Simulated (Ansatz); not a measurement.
In doubt: masses and optical values from hybrid runs of this build are listed as unsure (in some of the runs), which bears on the screening that GW takes from such a start.

Two G0W0 runs on SnO2 (Cassiterite).

The structure is tetragonal, space group P4_2/mnm (No. 136). Conventional cell: a = 4.738 Å, b = 4.738 Å, c = 3.187 Å, α = 90.00°, β = 90.00°, γ = 90.00°. Sn has 6 O at 2.05 to 2.06 Å nearest. Nearest to O lie 3 Sn at 2.05 to 2.06 Å. Farther neighbours and most contacts between anions are not listed.

```
Sn O
1.0
     4.73800    0.00000    0.00000
     0.00000    4.73800    0.00000
     0.00000    0.00000    3.18650
Sn O
2 4
Direct
  0.00000 0.00000 0.00000
  0.50000 0.50000 0.50000
  0.30710 0.30710 0.00000
  0.19290 0.80710 0.50000
  0.69290 0.69290 0.00000
  0.80710 0.19290 0.50000
```

The cell and positions come from the Crystallography Open Database and are kept as given unless a step says otherwise.

The first (Ansatz 0.2.0; start PBE, 4×4×6 mesh, 459 empty bands, screening to 200 eV, hard PAW files; 1 × NVIDIA H100 80GB HBM3 (shared by 3 runs) with 3 threads of AMD EPYC 7R13 (Zen 3), shared host) gave, on its mesh: starting gap 1.29 eV, G0W0 gap 2.95 eV, RPA ε∞ (mean) 4.38, 1.7 min.

The second gave: starting gap 3.05 eV, G0W0 gap 3.86 eV, RPA ε∞ (mean) 3.42, 2.5 min.

Q: What was changed in the input? Choose among start, files, mesh, bands and cutoff, frequency model or another key.

Changed: start from PBE to HSE06. A jump of this size in the start, with ε∞ moving the other way, marks another functional. Other changes could give like numbers; this is the one that was made.

Limits: not at the basis limit; no spin-orbit coupling.

[Paths, hosts, dates, memory and timing lines, banners, echoed tables and standing remarks are left out of the program output.]

[Logs are printed without paths, hosts, clocks, repeated set-up lines and the standing remarks that a program may print on its own settings, such as how far it seeks lower states.]

[Runs of the session that timed out or met a known fault of the program may be left out.]

[Cells called generated may have been cut or substituted from an entry of the Crystallography Open Database or the Materials Project.]

[Hosts, paths, dates, database ids (printed as entryN), source tags and the programs' standing remarks are cut or masked in the printed files.]
